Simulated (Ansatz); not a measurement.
# One crystal, many levels of theory: Zn3SbN3 (Cm)

Aim: the gap of Zn3SbN3 (Cm) at several levels of theory on one structure, with the time that each takes.

Calculated with Ansatz 0.2.0; density functionals, hybrids and G0W0, plane waves, PAW.

### 1. The starting structure

The structure is monoclinic, space group Cm (No. 8). The conventional cell has a = 6.788 Å, b = 6.566 Å, c = 5.577 Å, α = 90.00°, β = 125.21°, γ = 90.00°. Zn has 3 N at 1.95 to 1.96 Å nearest. Zn has 3 N at 1.97 to 2.00 Å nearest. Sb has 3 N at 2.04 to 2.06 Å nearest. N has 3 Zn at 1.96 to 2.00 Å and 1 Sb at 2.06 Å nearest. N has 3 Zn at 1.95 to 1.97 Å and 1 Sb at 2.04 Å nearest. Farther neighbours and most contacts between anions are not listed.

The cell and positions are those that the Materials Project relaxed with its own functionals (PBE, PBE+U or r2SCAN), kept fixed. At the settings of the band run the largest force is still 0.32 eV/Å. Spin-orbit coupling is left out unless a step names it.

The logs state that the PAW files were generated under PBE.

### 2. LDA on the 6×6×6 mesh

This step: DFT, LDA, plane waves, PAW; PAW set soft_1.

input.yaml

```yaml
crystal:
  lattice:
    - [3.3938895471, -3.283248115, 0.0]
    - [3.3938895471, 3.283248115, 0.0]
    - [-3.2155964401, 0.0, 4.5561292986]
  atoms:
    - { symbol: Zn, position: [0.64265811, 0.64265811, 0.11808447] }
    - { symbol: Zn, position: [0.75601403, 0.31486041, 0.51982585] }
    - { symbol: Zn, position: [0.31486041, 0.75601403, 0.51982585] }
    - { symbol: Sb, position: [0.06050886, 0.06050886, 0.00241463] }
    - { symbol: "N", position: [0.41103526, 0.94206134, 0.29988336] }
    - { symbol: "N", position: [0.94206134, 0.41103526, 0.29988336] }
    - { symbol: "N", position: [0.698722, 0.698722, 0.81219049] }
kpoints:
  mp_grid: { grid: [6, 6, 6] }
  band_path:
    path:
      - [0.0, 0.0, 0.0]
      - [0.0, 0.0, -0.5]
      - [-0.35449978, 0.35449978, -0.5]
      - [0.35449978, 0.64550022, -0.5]
      - [0.5, 0.5, -0.5]
      - [-0.5, 0.5, 0.0]
      - [0.0, 0.5, -0.5]
      - [0.0, 0.5, 0.0]
      - [-0.25, 0.25, 0.0]
      - [0.0, 0.0, -0.3]
    npoints: 1
hamiltonian:
  xc: lda
  pseudopotentials: { kind: paw, azcp: { folder: soft_1 }, xc_functional: pbe }
scf:
  occupations: { method: fixed }
  n_extra_bands: 6
output:
  eigenvalues: true
  forces: true
  stress: true
```

Run with:

```bash
$ ansatz run input.yaml --threads 2 --pin off --max-ram 92160MiB --backend cuda --events-out ev --progress --plain --runs-dir out --devices 1 --max-vram 13GiB
```

Numbers of over 12 decimals in the logs are rounded to 6 here.

The program printed:

```text
scf.n_extra_bands = 6 over 33 filled bands (N_el = 66.0): the run solves 39 bands
GPUs: using 1 of 1 available (devices: 1).
Engine: ansatz 0.2.0, x86_64-unknown-linux-gnu
Pseudopotentials: kind: paw
Pseudopotential: Zn, paw, valence charge 12, recommended cutoff 420 eV (normal), soft_1/Zn.paw.azcp
Pseudopotential: Sb, paw, valence charge 15, recommended cutoff 420 eV (normal), soft_1/Sb.paw.azcp
Pseudopotential: N, paw, valence charge 5, recommended cutoff 420 eV (normal), soft_1/N.paw.azcp
Functional definition: SPW92
  exchange = slater_x
  correlation = pw_c
device memory: the entry about to start is reckoned to put 3.1 GiB on a device that reports 53.9 GiB free (of which the cap on the GPU budget leaves the run 13.0 GiB)
GPU FFT provider: cuFFT
GPU libraries: cuBLAS 13.8.2, cuFFT 12.4.0, cuSOLVER 12.3.4
Crystal: 7 atoms, lattice volume = 101.538 Å³
Basis set: ecut = 420 eV, 1987 PW (Γ)
Bands: 39, of which v1, the nominal top of the filled ones, is band 33 counted from 1 (32 counted from 0)
Symmetry: 2 space group operations
Space group: Cm (ITA 8), of the structure as read, at distance tolerance 4.7e-5 Å
k-points: 68 of 216 (time reversal used)
Non-local potential: Zn, projectors of the file, l = 0: 2, l = 1: 2, l = 2: 3, l = 3: 1
Non-local potential: Sb, projectors of the file, l = 0: 2, l = 1: 2, l = 2: 2, l = 3: 1
Non-local potential: N, projectors of the file, l = 0: 2, l = 1: 2, l = 2: 1
PAW form: soft (Blöchl's): semilocal exchange-correlation on the pseudo side does not see the compensation charge
PAW frozen core: Zn, regenerated for the run's functional, and the local potential with it (the file was generated under x = pbe(κ = 0.804, μ = 0.219515), c = pbe(β = 0.066725))
PAW frozen core: Sb, regenerated for the run's functional, and the local potential with it (the file was generated under x = pbe(κ = 0.804, μ = 0.219515), c = pbe(β = 0.066725))
PAW frozen core: N, regenerated for the run's functional, and the local potential with it (the file was generated under x = pbe(κ = 0.804, μ = 0.219515), c = pbe(β = 0.066725))
PAW one-centre angular grid: Zn, 590 points (default); XC on 64 Gauss nodes
PAW one-centre angular grid: Sb, 590 points (default); XC on 64 Gauss nodes
PAW one-centre angular grid: N, 110 points (default); XC on 64 Gauss nodes
Initial density: superposition of atomic densities (chi_scale 0.1, normalization cell, long waves kept (reshape's long-wave potential 0.03 eV rms))
Initial wavefunctions: pseudopotential atomic-orbital guess
GPU buffer pool allocated for 40960 grid points (all kernels)
GPU transforms: local potential and band sums: pruned to the plane-wave sphere, on 32×32×40
Functional: x = slater, c = lda
SCF iter   1: F=—  HF=-17197.538508 eV  |F-HF|=—  |Δ(HF+E_count)|=         —  Δρ=6.84e-2  dr2=5.97e0  ethr=3.10e-3  ⟨swp⟩=5.0  Hψ=10532  notcnv=0  defer=264
preconditioner: auto → Resta (q_TF=auto, 2.539 Å⁻¹)  ε∞=5.5  [insulator: Δε(μ)=2.051 eV  Ē_g=14.082 eV  n_scr=30 (ndim 8)  ℏωp=29.9 eV  f_vac=0.006  ε∞_Penn≈5.5]
SCF iter   2: F=—  HF=-17196.091109 eV  |F-HF|=—  |Δ(HF+E_count)|=    1.45e0  Δρ=2.77e-2  dr2=5.04e-1  ethr=3.10e-3  ⟨swp⟩=3.0  Hψ=5568  notcnv=0  defer=266
SCF iter   3: F=—  HF=-17195.950000 eV  |F-HF|=—  |Δ(HF+E_count)|=   1.41e-1  Δρ=1.40e-2  dr2=1.71e-1  ethr=7.64e-4  ⟨swp⟩=3.0  Hψ=4767  notcnv=0  defer=267
SCF iter   4: F=—  HF=-17195.919548 eV  |F-HF|=—  |Δ(HF+E_count)|=   3.05e-2  Δρ=8.19e-3  dr2=3.68e-2  ethr=2.59e-4  ⟨swp⟩=2.4  Hψ=4314  notcnv=0  defer=266
SCF iter   5: F=—  HF=-17195.909732 eV  |F-HF|=—  |Δ(HF+E_count)|=   9.82e-3  Δρ=1.79e-3  dr2=2.47e-3  ethr=5.57e-5  ⟨swp⟩=2.0  Hψ=5031  notcnv=0  defer=244
SCF iter   6: F=—  HF=-17195.909648 eV  |F-HF|=—  |Δ(HF+E_count)|=   8.43e-5  Δρ=3.07e-4  dr2=1.07e-4  ethr=3.74e-6  ⟨swp⟩=2.0  Hψ=4394  notcnv=0  defer=272
SCF iter   7: F=—  HF=-17195.909627 eV  |F-HF|=—  |Δ(HF+E_count)|=   2.09e-5  Δρ=2.55e-4  dr2=6.00e-5  ethr=1.62e-7  ⟨swp⟩=2.0  Hψ=4442  notcnv=0  defer=217
SCF iter   8: F=—  HF=-17195.909858 eV  |F-HF|=—  |Δ(HF+E_count)|=   2.31e-4  Δρ=1.89e-4  dr2=3.68e-5  ethr=9.09e-8  ⟨swp⟩=2.0  Hψ=4464  notcnv=0  defer=136
SCF iter   9: F=—  HF=-17195.909850 eV  |F-HF|=—  |Δ(HF+E_count)|=   7.85e-6  Δρ=3.72e-5  dr2=1.39e-6  ethr=5.57e-8  ⟨swp⟩=2.1  Hψ=4114  notcnv=0  defer=135
SCF iter  10: F=—  HF=-17195.909851 eV  |F-HF|=—  |Δ(HF+E_count)|=   9.06e-8  Δρ=2.50e-5  dr2=4.04e-7  ethr=2.11e-9  ⟨swp⟩=2.0  Hψ=4781  notcnv=0  defer=135
SCF iter  11: F=-17195.909850 eV  HF=-17195.909850 eV  |F-HF|=3.03e-8  |Δ(HF+E_count)|=   9.63e-8  Δρ=7.66e-6  dr2=6.01e-8  ethr=1.52e-10  ⟨swp⟩=10.7  Hψ=15160  notcnv=0
SCF 1 converged in 11 iterations: F = -17195.909850 eV  dr2 = 6.01e-8
[...]
device memory: the entry about to start is reckoned to put 1.1 GiB on a device that reports 49.9 GiB free (of which the cap on the GPU budget leaves the run 13.0 GiB)
NSCF: frozen V_eff on 10 k-points
SCF converged after 11 iterations
Free energy (F): -17195.909850 eV
Harris-Foulkes:  -17195.909850 eV  (|F-HF|=3.03e-8)
Internal energy: -17195.909850 eV  (E = F + TS)
E sigma→0 (E₀):  -17195.909850 eV
Fermi energy:    8.108687 eV
--- Per-component energies (eV) ---
  E_band       = -71.669889
  E_kinetic    = 987.859013
  E_local      = -8058.534558  (includes V_loc(G=0)·N_el)
  E_nonlocal   = 2971.612004
  E_hartree    = 3092.231358
  E_xc         = -505.824518
  E_vxc        = -467.837920  (∫ρ·V_xc dr)
  E_paw        = -10226.696629  (= ΣΔE_a)
  E_vpaw       = -1689.235850  (= ΣTr[D̂ρ^β])
  E_aug_tail   = 0.001865  (compensation charges beyond the density's cutoff)
  E_ewald      = -5462.028759
  E_core_change = 5.470373  (= ΣΔE_core)
  E_smearing   = -0.000000  (= −TS)
  E_closure    = -0.000000  (closes the sum)
  Σ components = -17195.909850   (vs F -17195.909850, Δ=0.00e0)
--- Forces (eV/Å), atoms counted from 1 ---
  atom   1  Zn     0.13184453     0.00000000     0.09149726
  atom   2  Zn     0.03088507     0.17392130    -0.12607999
  atom   3  Zn     0.03088507    -0.17392130    -0.12607999
  atom   4  Sb    -0.07511988     0.00000000     0.06816777
  atom   5  N      0.03465931    -0.22480902     0.09807046
  atom   6  N      0.03465931     0.22480902     0.09807046
  atom   7  N     -0.18776683     0.00000000    -0.10366054
  max |Σ_I F_I| component: 4.66e-5 eV/Å
--- Stress (GPa, compression-positive) ---
       -5.554886       0.000000       0.513576
        0.000000      -5.393275       0.000000
        0.513576       0.000000      -5.274655
  P = ⅓ Tr σ = -5.4076 GPa (-54.076 kbar)
--- Band table (eV; the first three rows and the last of 68) ---
  k-point 0: bands = [... 29 lower, 5.5365, 6.8752, 7.2350, 7.5695, 10.4488, 11.3783, 12.1694, 12.5147, ... 2 higher]
  k-point 1: bands = [... 29 lower, 5.8102, 6.9492, 7.2356, 7.7685, 9.8800, 11.7518, 11.8439, 12.5085, ... 2 higher]
  k-point 2: bands = [... 29 lower, 6.2994, 6.8885, 7.1489, 8.0327, 9.5528, 11.1564, 11.5795, 12.7996, ... 2 higher]
  k-point 67: bands = [... 29 lower, 6.8618, 7.0200, 7.5657, 8.0181, 11.3061, 12.1428, 12.7213, 12.8858, ... 2 higher]
```

Wall time 8.9 s (1 × NVIDIA H100 80GB HBM3 (shared by 6 runs) with 2 threads of AMD EPYC 7R13 (Zen 3), shared host); peak memory 0.96 GiB.

In the SCF lines HF is the Harris–Foulkes energy and dr2 the Hartree energy of the density residual, in eV; the loop may stop once dr2 is under the threshold and the program's other checks hold. Hψ counts applications of the Hamiltonian.

Numbers from this step:

```
pressure             : -5.408 GPa
gap                  : 1.361 eV
valence top at       : k = (-0.250, 0.250, 0.000)
conduction bottom at : k = (0.000, 0.000, -0.300)
least direct gap     : 1.503 eV
```

Over mesh and listed points the gap is 1.361 eV, from k = (-0.250, 0.250, 0.000) to k = (0.000, 0.000, -0.300). The least direct gap found is 1.503 eV, at k = (0.000, 0.000, -0.300). On the 6×6×6 mesh alone the same run gives 1.444 eV, so that mesh misses an edge of LDA: 1.444 − 1.361 = +0.083 eV. The pressure in this cell is -5 GPa; the cell is kept.

### 3. PBEsol on the 6×6×6 mesh

This step: DFT, PBEsol, plane waves, PAW; PAW set soft_1.

input.yaml: that of step 2 with these lines changed.

```diff
@@ -29,3 +29,3 @@
 hamiltonian:
-  xc: lda
+  xc: pbesol
   pseudopotentials: { kind: paw, azcp: { folder: soft_1 }, xc_functional: pbe }
```

The program printed:

```text
[...]
GPUs: using 1 of 1 available (devices: 1).
[...]
GPU FFT provider: cuFFT
GPU libraries: cuBLAS 13.8.2, cuFFT 12.4.0, cuSOLVER 12.3.4
Crystal: 7 atoms, lattice volume = 101.538 Å³
Basis set: ecut = 420 eV, 1987 PW (Γ), exchange–correlation on 64×64×80 points (8 copies of the dense FFT grid, shifted against one another)
Bands: 39, of which v1, the nominal top of the filled ones, is band 33 counted from 1 (32 counted from 0)
Symmetry: 2 space group operations
[...]
k-points: 68 of 216 (time reversal used)
[...]
GPU buffer pool allocated for 40960 grid points (all kernels)
[...]
SCF iter   1: F=—  HF=-17387.440108 eV  |F-HF|=—  |Δ(HF+E_count)|=         —  Δρ=6.83e-2  dr2=5.86e0  ethr=3.10e-3  ⟨swp⟩=4.9  Hψ=10602  notcnv=0  defer=264
[...]
atom   2  Zn     0.01388143     0.03550032    -0.04473235
  atom   3  Zn     0.01388143    -0.03550032    -0.04473235
  atom   4  Sb     0.09648966     0.00000000    -0.06056192
  atom   5  N     -0.00108130    -0.13105479     0.08842408
  atom   6  N     -0.00108130     0.13105479     0.08842408
  atom   7  N     -0.14910310     0.00000000    -0.06885456
  max |Σ_I F_I| component: 3.79e-5 eV/Å
--- Stress (GPa, compression-positive) ---
       -1.429784       0.000000       0.202626
        0.000000      -1.533855       0.000000
        0.202626       0.000000      -1.476535
  P = ⅓ Tr σ = -1.4801 GPa (-14.801 kbar)
--- Band table (eV; the first three rows and the last of 68) ---
  k-point 0: bands = [... 29 lower, 5.7620, 7.1092, 7.4728, 7.8051, 10.6491, 11.6103, 12.4139, 12.7737, ... 2 higher]
  k-point 1: bands = [... 29 lower, 6.0387, 7.1859, 7.4728, 8.0023, 10.0816, 11.9813, 12.0787, 12.7644, ... 2 higher]
  k-point 2: bands = [... 29 lower, 6.5296, 7.1248, 7.3843, 8.2688, 9.7549, 11.3731, 11.8135, 13.0468, ... 2 higher]
  k-point 67: bands = [... 29 lower, 7.0986, 7.2524, 7.8050, 8.2519, 11.5561, 12.3693, 12.9554, 13.1427, ... 2 higher]
[key lines of the parts left out:]
SCF converged after 12 iterations
Free energy (F): -17385.938448 eV
Fermi energy:    8.343459 eV
```

It took 9.9 s on 1 × NVIDIA H100 80GB HBM3 (shared by 6 runs) with 2 threads; peak memory 0.97 GiB.

Numbers from this step:

| Property | Result |
| --- | --- |
| pressure | -1.480 GPa |
| gap | 1.324 eV |
| valence top at | k = (-0.250, 0.250, 0.000) |
| conduction bottom at | k = (0.000, 0.000, -0.300) |
| least direct gap | 1.467 eV |

Over mesh and listed points the gap is 1.324 eV, from k = (-0.250, 0.250, 0.000) to k = (0.000, 0.000, -0.300). The least direct gap found is 1.467 eV, at k = (0.000, 0.000, -0.300). On the 6×6×6 mesh alone the same run gives 1.411 eV, so that mesh misses an edge of PBEsol: 1.411 − 1.324 = +0.087 eV. PBEsol against LDA: 1.324 − 1.361 = −0.037 eV, with the same mesh, files and cutoff, and both edges at the same k points.

### 4. PBE on the 6×6×6 mesh

Levels along a band path and on the mesh show where this functional puts the band edges.

This step: DFT, PBE, plane waves, PAW; PAW set soft_1.

input.yaml

```yaml
crystal:
  lattice:
    - [3.3938895471, -3.283248115, 0.0]
    - [3.3938895471, 3.283248115, 0.0]
    - [-3.2155964401, 0.0, 4.5561292986]
  atoms:
    - { symbol: Zn, position: [0.64265811, 0.64265811, 0.11808447] }
    - { symbol: Zn, position: [0.75601403, 0.31486041, 0.51982585] }
    - { symbol: Zn, position: [0.31486041, 0.75601403, 0.51982585] }
    - { symbol: Sb, position: [0.06050886, 0.06050886, 0.00241463] }
    - { symbol: "N", position: [0.41103526, 0.94206134, 0.29988336] }
    - { symbol: "N", position: [0.94206134, 0.41103526, 0.29988336] }
    - { symbol: "N", position: [0.698722, 0.698722, 0.81219049] }
kpoints:
  mp_grid: { grid: [6, 6, 6] }
  band_path:
    path:
      - [[0.0, 0.0, 0.0], [0.0, 0.0, -0.5], [-0.35449978, 0.35449978, -0.5]]
      - [[0.35449978, 0.64550022, -0.5], [0.5, 0.5, -0.5], [0.0, 0.0, 0.0], [-0.5, 0.5, 0.0]]
      - [[0.0, 0.5, -0.5], [0.0, 0.0, 0.0], [0.0, 0.5, 0.0]]
    npoints: 10
hamiltonian:
  xc: pbe
  pseudopotentials: { kind: paw, azcp: { folder: soft_1 } }
scf:
  occupations: { method: fermi_dirac, width: 0.02 }
  n_extra_bands: 6
output:
  eigenvalues: true
  forces: true
  stress: true
  write_density: true
  write_potential: true
  elf: true
  volumetric_format: npy
```

The program printed:

```text
[...]
GPUs: using 1 of 1 available (devices: 1).
[...]
GPU FFT provider: cuFFT
GPU libraries: cuBLAS 13.8.2, cuFFT 12.4.0, cuSOLVER 12.3.4
Crystal: 7 atoms, lattice volume = 101.538 Å³
Basis set: ecut = 420 eV, 1987 PW (Γ), exchange–correlation on 64×64×80 points (8 copies of the dense FFT grid, shifted against one another)
[...]
k-point 0: bands = [... 29 lower, 5.9502, 7.2888, 7.6404, 7.9770, 10.8624, 11.8000, 12.5907, 12.9970, ... 2 higher]
  k-point 1: bands = [... 29 lower, 6.2224, 7.3585, 7.6395, 8.1707, 10.2846, 12.1852, 12.2636, 12.9919, ... 2 higher]
  k-point 2: bands = [... 29 lower, 6.7059, 7.2932, 7.5506, 8.4261, 9.9590, 11.5733, 12.0199, 13.2719, ... 2 higher]
  k-point 67: bands = [... 29 lower, 7.2658, 7.4229, 7.9655, 8.4078, 11.7636, 12.5637, 13.1681, 13.3224, ... 2 higher]
[key lines of the parts left out:]
SCF converged after 11 iterations
Free energy (F): -17592.769138 eV
Fermi energy:    9.239373 eV
P = ⅓ Tr σ = 3.5188 GPa (35.188 kbar)
```

Wall time 7.9 s (1 × NVIDIA H100 80GB HBM3 (shared by 6 runs) with 2 threads); peak memory 1 GiB.

Numbers from this step:

```
pressure             : 3.519 GPa
gap                  : 1.373 eV
valence top at       : k = (-0.250, 0.250, 0.000)
conduction bottom at : k = (0.000, 0.000, -0.300)
least direct gap     : 1.513 eV
```

Over mesh and path the gap is 1.373 eV, from k = (-0.250, 0.250, 0.000) to k = (0.000, 0.000, -0.300). The least direct gap found is 1.513 eV, at k = (0.000, 0.000, -0.300). On the 6×6×6 mesh alone the same run gives 1.461 eV, so that mesh misses an edge of PBE: 1.461 − 1.373 = +0.088 eV. PBE against PBEsol: 1.373 − 1.324 = +0.049 eV, with the same mesh, files and cutoff, and both edges at the same k points.

### 5. PBE+SOC on the 6×6×6 mesh

This run has two-component orbitals with spin-orbit coupling.

This step: DFT, PBE with spin-orbit coupling, plane waves, PAW; PAW set soft_1.

input.yaml

```yaml
crystal:
  lattice:
    - [3.3938895471, -3.283248115, 0.0]
    - [3.3938895471, 3.283248115, 0.0]
    - [-3.2155964401, 0.0, 4.5561292986]
  atoms:
    - { symbol: Zn, position: [0.64265811, 0.64265811, 0.11808447] }
    - { symbol: Zn, position: [0.75601403, 0.31486041, 0.51982585] }
    - { symbol: Zn, position: [0.31486041, 0.75601403, 0.51982585] }
    - { symbol: Sb, position: [0.06050886, 0.06050886, 0.00241463] }
    - { symbol: "N", position: [0.41103526, 0.94206134, 0.29988336] }
    - { symbol: "N", position: [0.94206134, 0.41103526, 0.29988336] }
    - { symbol: "N", position: [0.698722, 0.698722, 0.81219049] }
kpoints:
  mp_grid: { grid: [6, 6, 6] }
  band_path:
    path:
      - [0.0, 0.0, 0.0]
      - [0.0, 0.0, -0.5]
      - [-0.35449978, 0.35449978, -0.5]
      - [0.35449978, 0.64550022, -0.5]
      - [0.5, 0.5, -0.5]
      - [-0.5, 0.5, 0.0]
      - [0.0, 0.5, -0.5]
      - [0.0, 0.5, 0.0]
      - [-0.25, 0.25, 0.0]
      - [0.0, 0.0, -0.3]
    npoints: 1
hamiltonian:
  xc: pbe
  pseudopotentials: { kind: paw_fr, azcp: { folder: soft_1 } }
scf:
  occupations: { method: fixed }
  n_extra_bands: 12
magnetization:
  noncollinear: true
  spin_orbit: true
output:
  eigenvalues: true
  forces: true
  stress: true
```

The program printed:

```text
[...]
GPUs: using 1 of 1 available (devices: 1).
[...]
non-collinear run that drives no moment, with spin-orbit: no starting moment large enough to seed its density (crystal.atoms[].spin), no starting occupations that ask for one, no magnetisation constraint and no magnetic field, so the semilocal B_xc is pinned to zero
[...]
k-point 1: bands = [... 62 lower, 7.6372, 7.6391, 8.1620, 8.1751, 10.2416, 10.3185, 12.1097, 12.2003, ... 8 higher]
  k-point 2: bands = [... 62 lower, 7.5476, 7.5513, 8.4142, 8.4305, 9.9399, 9.9725, 11.5542, 11.5634, ... 8 higher]
  k-point 67: bands = [... 62 lower, 7.9625, 7.9625, 8.4051, 8.4051, 11.7590, 11.7590, 12.5543, 12.5543, ... 8 higher]
[key lines of the parts left out:]
SCF converged after 12 iterations
Magnetization: |M| = 0.0000 μB,  M = (+0.0000, +0.0000, +0.0000) μB
Free energy (F): -17595.362788 eV
Fermi energy:    8.513449 eV
P = ⅓ Tr σ = 3.5010 GPa (35.010 kbar)
```

It took 20 s on 1 × NVIDIA H100 80GB HBM3 (shared by 6 runs) with 2 threads; peak memory 1 GiB; 25 s of CPU time.

Numbers from this step:

```
pressure             : 3.501 GPa
gap                  : 1.328 eV
valence top at       : k = (-0.250, 0.250, 0.000)
conduction bottom at : k = (0.000, 0.000, -0.300)
least direct gap     : 1.484 eV
```

Over mesh and listed points the gap is 1.328 eV, from k = (-0.250, 0.250, 0.000) to k = (0.000, 0.000, -0.300). The least direct gap found is 1.484 eV, at k = (0.000, 0.000, -0.300). On the 6×6×6 mesh alone the same run gives 1.426 eV, so that mesh misses an edge of PBE+SOC: 1.426 − 1.328 = +0.098 eV. PBE+SOC against PBE: 1.328 − 1.373 = −0.045 eV, with the same mesh, set of files (read in its fully relativistic form for the spin-orbit run) and cutoff, and both edges at the same k points. The spin-orbit run sees mesh and listed points alone, so its gap is an upper bound: the coupling can move an edge off these points, the more so as this crystal has no centre of inversion, and the change over the zone, its sign included where it is small, is not known.

(Part 1 of 3 ends here.)

[Paths, hosts, dates, memory and timing lines, banners, echoed tables and standing remarks are left out of the program output.]

[Logs are printed without paths, hosts, clocks, repeated set-up lines and the standing remarks that a program may print on its own settings, such as how far it seeks lower states.]

[Runs of the session that timed out or met a known fault of the program may be left out.]

[Cells called generated may have been cut or substituted from an entry of the Crystallography Open Database or the Materials Project.]

[Hosts, paths, dates, database ids (printed as entryN), source tags and the programs' standing remarks are cut or masked in the printed files.]

[Where an RPA ε∞ is given, it is that of the G0W0 mesh and is not shown converged in it. Names of k-points follow the symmetry that the program found, which can be lower than the space group named. Band edges on a path are those of the sampled points; other points can move an edge, and change direct to indirect where valleys lie close.]

[Hybrid gaps are those of their k-mesh and are not shown converged in it.]
